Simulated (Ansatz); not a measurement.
# Ca2MgSn2: relaxing a made-up structure, part 2 of 2

This structure for Ca2MgSn2 is made up. Its elements were placed in a known structure type with a cell scaled to their sizes. What cell does the guess relax to, and how far off was it?

Ansatz 0.2.0; DFT, PBEsol, plane-wave PAW, files of the set soft_1, scalar-relativistic, no spin, cell and ions relaxed at zero pressure; PAW set soft_1 (the session's first sound run).

So far: The starting structure; Relaxing cell and atoms. The relaxed cell has a, b, c = 4.627, 6.505, 9.311 Å (conventional setting).

## Step 3: Bands of the relaxed cell

A second self-consistent run takes a narrower smearing and the mesh shown in its input; the bands follow along the standard path of the relaxed lattice.

This step: DFT, PBEsol, plane-wave PAW, files of the set soft_1, scalar-relativistic, no spin, bands and density of states at the relaxed cell; PAW set soft_1 (Ansatz 0.2.0).

Input file input.yaml:

```yaml
crystal:
  lattice:
    - [-2.3134077199, 3.2525953548, 4.655353705]
    - [2.3134077199, -3.2525953548, 4.655353705]
    - [2.3134077199, 3.2525953548, -4.655353705]
  atoms:
    - { symbol: Sn, position: [0.2721593094, 0.5, 0.7721593094] }
    - { symbol: Sn, position: [0.7278406906, 0.5, 0.2278406906] }
    - { symbol: Ca, position: [0.299994174, 0.799994174, 0.5] }
    - { symbol: Ca, position: [0.700005826, 0.200005826, 0.5] }
    - { symbol: Mg, position: [0.0, 0.0, 0.0] }
kpoints:
  mp_grid: { grid: [8, 8, 8] }
  band_path:
    path:
      - [[0.0, 0.0, 0.0], [-0.31173607, 0.31173607, 0.31173607], [-0.18377397, 0.18377397, 0.43969818], [0.0, 0.0, 0.5], [0.25, 0.25, 0.25], [0.0, 0.5, 0.0], [0.31173607, 0.68826393, -0.31173607], [0.5, 0.5, -0.5], [0.0, 0.0, 0.0], [0.3720379, -0.3720379, 0.3720379], [0.5, 0.0, 0.0], [0.25, 0.25, 0.25]]
      - [[0.18377397, -0.18377397, 0.56030182], [0.3720379, -0.3720379, 0.3720379]]
      - [[0.6279621, 0.3720379, -0.3720379], [0.5, 0.5, -0.5]]
    npoints: 6
scf:
  occupations: { method: fermi_dirac, width: 0.03 }
  n_extra_bands: 9
hamiltonian:
  xc: pbesol
  pseudopotentials: { kind: paw, azcp: { folder: soft_1 }, xc_functional: pbe }
output:
  forces: true
  stress: true
  write_bands: true
  dos: { projected: true }
  write_density: true
  write_potential: true
  elf: true
  volumetric_format: npy
```

The run is started by

```
$ ansatz run input.yaml --threads 4 --pin off --max-ram 10240MiB --backend cpu --events-out ev --progress --plain --runs-dir out
```

Numbers of over 12 decimals in the logs are rounded to 6 here.

The log of the run:

```text
[...]
Crystal: 5 atoms, lattice volume = 140.118 Å³
Basis set: ecut = 420 eV, 2747 PW (Γ), exchange–correlation on 90×90×90 points (8 copies of the dense FFT grid, shifted against one another)
Bands: 38, of which v1, the nominal top of the filled ones, is band 29 counted from 1 (28 counted from 0)
Symmetry: 8 space group operations
[...]
k-points: 95 of 512
[...]
SCF iter   1: F=—  HF=-17403.623921 eV  |F-HF|=—  |Δ(HF+E_count)|=         —  Δρ=4.10e-2  dr2=4.94e0  ethr=3.10e-3  ⟨swp⟩=9.9  Hψ=22062  notcnv=0  defer=1
[...]
SCF iter   9: F=-17401.953731 eV  HF=-17401.953731 eV  |F-HF|=6.88e-9  |Δ(HF+E_count)|=   3.21e-9  Δρ=2.66e-6  dr2=1.17e-8  ethr=1.72e-10  ⟨swp⟩=18.0  Hψ=29170  notcnv=0
SCF 1 converged in 9 iterations: F = -17401.953731 eV  dr2 = 1.17e-8
[...]
NSCF: frozen V_eff on 81 k-points
SCF converged after 9 iterations
Free energy (F): -17401.953731 eV
[...]
Internal energy: -17401.947723 eV  (E = F + TS)
E sigma→0 (E₀):  -17401.950727 eV
Entropy (-TS):   -0.006009 eV (-1.202 meV/atom)
Fermi energy:    8.130453 eV
[...]
--- Forces (eV/Å), atoms counted from 1 ---
  atom   1  Sn     0.00000000     0.09740012     0.00000000
  atom   2  Sn     0.00000000    -0.09740012     0.00000000
  atom   3  Ca     0.00000000     0.00000000    -0.00376422
  atom   4  Ca     0.00000000     0.00000000     0.00376422
  atom   5  Mg     0.00000000     0.00000000     0.00000000
  max |Σ_I F_I| component: 1.39e-17 eV/Å
--- Stress (GPa, compression-positive) ---
       -0.038964       0.000000       0.000000
        0.000000      -0.006462       0.000000
        0.000000       0.000000      -0.008474
  P = ⅓ Tr σ = -0.0180 GPa (-0.180 kbar)
--- Band table (eV; the first three rows and the last of 95) ---
  k-point 0: bands = [... 25 lower, 6.5852, 6.7222, 7.2133, 8.0083, 8.1272, 8.2561, 9.7382, 11.1754, ... 5 higher]
  k-point 1: bands = [... 25 lower, 6.0874, 6.7155, 6.9946, 7.7070, 8.3350, 8.4812, 10.2018, 10.8532, ... 5 higher]
  k-point 2: bands = [... 25 lower, 6.0532, 6.5373, 6.5505, 6.9653, 8.5676, 8.8607, 10.3859, 10.7571, ... 5 higher]
  k-point 94: bands = [... 25 lower, 4.2418, 6.8203, 8.0538, 8.3432, 9.3316, 10.1631, 10.1937, 10.3182, ... 5 higher]
```

Run time: 8 s. Hardware: 4 threads of AMD EPYC 7B13 (Zen 3), shared host; peak memory 0.78 GiB.

In the SCF lines HF is the Harris–Foulkes energy and dr2 the Hartree energy of the density residual, in eV; the loop may stop once dr2 is under the threshold and the program's other checks hold. Hψ counts applications of the Hamiltonian.

This step gave:

```
free energy             : -17401.9537 eV
energy at zero smearing : -17401.9507 eV
smearing term TS        : 0.006009 eV
Fermi energy            : 8.130 eV
pressure                : -0.01797 GPa
```

bands.tsv at the labelled points (eV, zero at the Fermi level; the bands that come nearest the Fermi level along the path):

```tsv
point	band 26	band 27	band 28	band 29	band 30	band 31	band 32	band 33
Γ	-1.55	-1.41	-0.92	-0.12	0.00	0.13	1.61	3.04
X	-3.52	-2.86	-1.46	-0.21	0.33	0.90	2.59	2.83
L	-2.64	-2.20	-2.12	-0.50	0.93	0.94	2.28	2.35
T	-3.12	-1.56	-1.45	-0.11	0.34	0.67	1.89	2.19
W	-3.33	-1.32	-0.88	-0.18	0.17	0.33	1.76	1.76
R	-3.28	-1.85	-1.70	-0.45	-0.38	0.09	2.36	3.14
X1	-3.52	-2.86	-1.46	-0.21	0.33	0.90	2.59	2.83
Z	-3.89	-1.31	-0.08	0.21	1.20	2.03	2.06	2.19
Γ	-1.55	-1.41	-0.92	-0.12	0.00	0.13	1.61	3.04
Y	-2.84	-1.13	-0.16	0.13	0.24	1.70	2.23	2.47
S	-1.91	-0.80	-0.69	-0.69	0.04	0.99	1.03	2.34
W	-3.33	-1.32	-0.88	-0.18	0.17	0.33	1.76	1.76
L1	-2.64	-2.20	-2.12	-0.50	0.93	0.94	2.28	2.35
Y	-2.84	-1.13	-0.16	0.13	0.24	1.70	2.23	2.47
Y1	-2.84	-1.13	-0.16	0.13	0.24	1.70	2.23	2.47
Z	-3.89	-1.31	-0.08	0.21	1.20	2.03	2.06	2.19
```

Counts of states for the cell as run, both spins, by energy window (eV from the Fermi level):

| from | to | total |
| --- | --- | --- |
| -8 | -7 | 0.95 |
| -7 | -6 | 1.04 |
| -6 | -5 | 0.46 |
| -5 | -4 | 0.33 |
| -4 | -3 | 1.66 |
| -3 | -2 | 2.29 |
| -2 | -1 | 3.24 |
| -1 | 0 | 2.47 |
| 0 | 1 | 3.16 |
| 1 | 2 | 1.93 |
| 2 | 3 | 5.04 |

A further 45.5 states lie below the table's range.

Force by atom:

```csv
atom,x (eV/Å),y (eV/Å),z (eV/Å),size
Sn1,0.0000,0.0974,0.0000,0.0974
Sn2,0.0000,-0.0974,0.0000,0.0974
Ca3,0.0000,0.0000,-0.0038,0.0038
Ca4,0.0000,0.0000,0.0038,0.0038
Mg5,0.0000,0.0000,0.0000,0.0000
```

Electrostatic potential energy in the bc plane of the conventional cell at fractional x = 0.000, with atoms of Sn and Ca and Mg within 0.2 Å of it. With pseudopotentials it is smooth inside the atoms' cores, unlike the true potential.

Ten even steps from '0' (-53 eV) to '9' (11 eV), each cell a mean:
```
027999999999999840
468999998889999975
889999976678999998
999999851037899999
999999730016899999
999999840026899999
999999875568999999
999999998889999999
999999999999999999
998666899999766789
985675689997567569
975998589996699758
975897589996599668
986555799998655579
998778999999877899
999999999999999999
999999987789999999
999999863257999999
999999730016899999
999999730016899999
999999863257999999
789999987789999987
148999999999999862
017999999999999830
```
Columns run along b (6.5 Å; values clipped at the 3rd and 97th percentile), rows up along c (9.3 Å), edges of the conventional cell, whose origin can differ from the input's. Atoms in or near the plane, at fractional coordinates: Sn at (0.77, 0.50), Sn at (0.23, 0.50), Ca at (0.50, 0.80), Ca at (0.50, 0.20), Mg at (0.00, 0.00).

ELF in the bc plane of the conventional cell at fractional x = 0.000, with atoms of Sn and Ca and Mg within 0.2 Å of it. It is the smooth field of the valence electrons, not physical close to the nuclei.

Ten even steps from '_' (0.00) to '@' (0.84), each cell a mean:
```
::--..::----::..______..::----..::--
::....----::..__......__..----::__::
__..::--::....==####++::__..----....
::----::..__--%%@@@@@@**..__::----::
::::::::____==@@@@@@@@##..__..::::::
::::::::..__--@@@@@@@@**....::::::::
::::==++==::..==##%%**::..--++==--::
--==++####**--....::..::==####**++--
==++++********--....::++********++==
++====----==++++--::==++==------==++
++--::..__..--==--::====::..__::--==
++--..______::----::----..______::==
++--::______------::----..____..--==
++==--::..::====--::====--::::::--==
==++======++++==::::==++++======++==
--==****####++::..__..==**####**++==
::--++****==::::====--..--****++==--
::::------..::##@@@@%%==..::----::::
::::::::..__==@@@@@@@@##..__..::::::
------::..__==@@@@@@@@##..__..::----
..::----..__::##@@@@%%==__..::--::::
..__::----..__::====--....::--::....
--::__::--::..________..::----....--
::--..::----::..____....::----..::::
```
Columns run along b (6.5 Å), rows up along c (9.3 Å), edges of the conventional cell, whose origin can differ from the input's. Atoms in or near the plane, at fractional coordinates: Sn at (0.77, 0.50), Sn at (0.23, 0.50), Ca at (0.50, 0.80), Ca at (0.50, 0.20), Mg at (0.00, 0.00).

Valence density in the bc plane of the conventional cell at fractional x = 0.000, with atoms of Sn and Ca and Mg within 0.2 Å of it. It is the smooth field of the valence electrons, not physical close to the nuclei.

Values in e/Å³, 13 rows by 16 columns, each cell a mean:
```
 9  2  0  0  0  0  0  0  0  0  0  0  0  0  0  6
 0  0  0  0  0  0  1  2  2  1  0  0  0  0  0  0
 0  0  0  0  0  0  2  5  6  3  1  0  0  0  0  0
 0  0  0  0  0  0  1  2  2  1  0  0  0  0  0  0
 0  0  0  0  0  0  0  0  0  0  0  0  0  0  0  0
 0  0  2  4  3  1  0  0  0  0  1  2  4  2  1  0
 0  1  4 10  8  3  0  0  0  0  1  6 10  7  1  0
 0  0  1  2  2  1  0  0  0  0  0  1  2  1  0  0
 0  0  0  0  0  0  0  0  0  0  0  0  0  0  0  0
 0  0  0  0  0  0  1  3  3  2  0  0  0  0  0  0
 0  0  0  0  0  0  2  5  6  3  0  0  0  0  0  0
 0  0  0  0  0  0  0  1  1  1  0  0  0  0  0  0
14  3  0  0  0  0  0  0  0  0  0  0  0  0  1  9
```
Columns run along b (6.5 Å), rows up along c (9.3 Å), edges of the conventional cell, whose origin can differ from the input's. Atoms in or near the plane, at fractional coordinates: Sn at (0.77, 0.50), Sn at (0.23, 0.50), Ca at (0.50, 0.80), Ca at (0.50, 0.20), Mg at (0.00, 0.00).

## Step 4: Summary of results

```yaml
space_group_relaxed: Immm
conventional_cell: a = 4.627, b = 6.505, c = 9.311 Å; α = 90.0°, β = 90.0°, γ = 90.0°
volume_per_atom: 28.02 Å³ (guess 26.43)
```

What this shows: Ca2MgSn2 relaxes to Immm with a = 4.627, b = 6.505 and c = 9.311 Å. The guessed volume was 6 % too small. The space group Immm was held in the relaxation, so the end point is a stationary structure within it and may be a saddle against distortions or other arrangements. Bands cross the Fermi level, so it is a metal or semimetal at this level. On the 8×8×8 mesh with the narrower smearing (relaxed on 7×7×7) the largest force component is 0.097 eV/Å and the largest stress component is 0.039 GPa, against the relaxation's thresholds of 0.015 eV/Å and 0.05 GPa. The cutoff wasn't tested. No dispersion term is used, so weakly bound directions may come out too long. Nothing here tests whether the compound is stable against decomposition.

[Logs are printed without paths, hosts, clocks, repeated set-up lines and the standing remarks that a program may print on its own settings, such as how far it seeks lower states.]

[Hosts, paths, dates, database ids (printed as entryN), source tags and the programs' standing remarks are cut or masked in the printed files.]
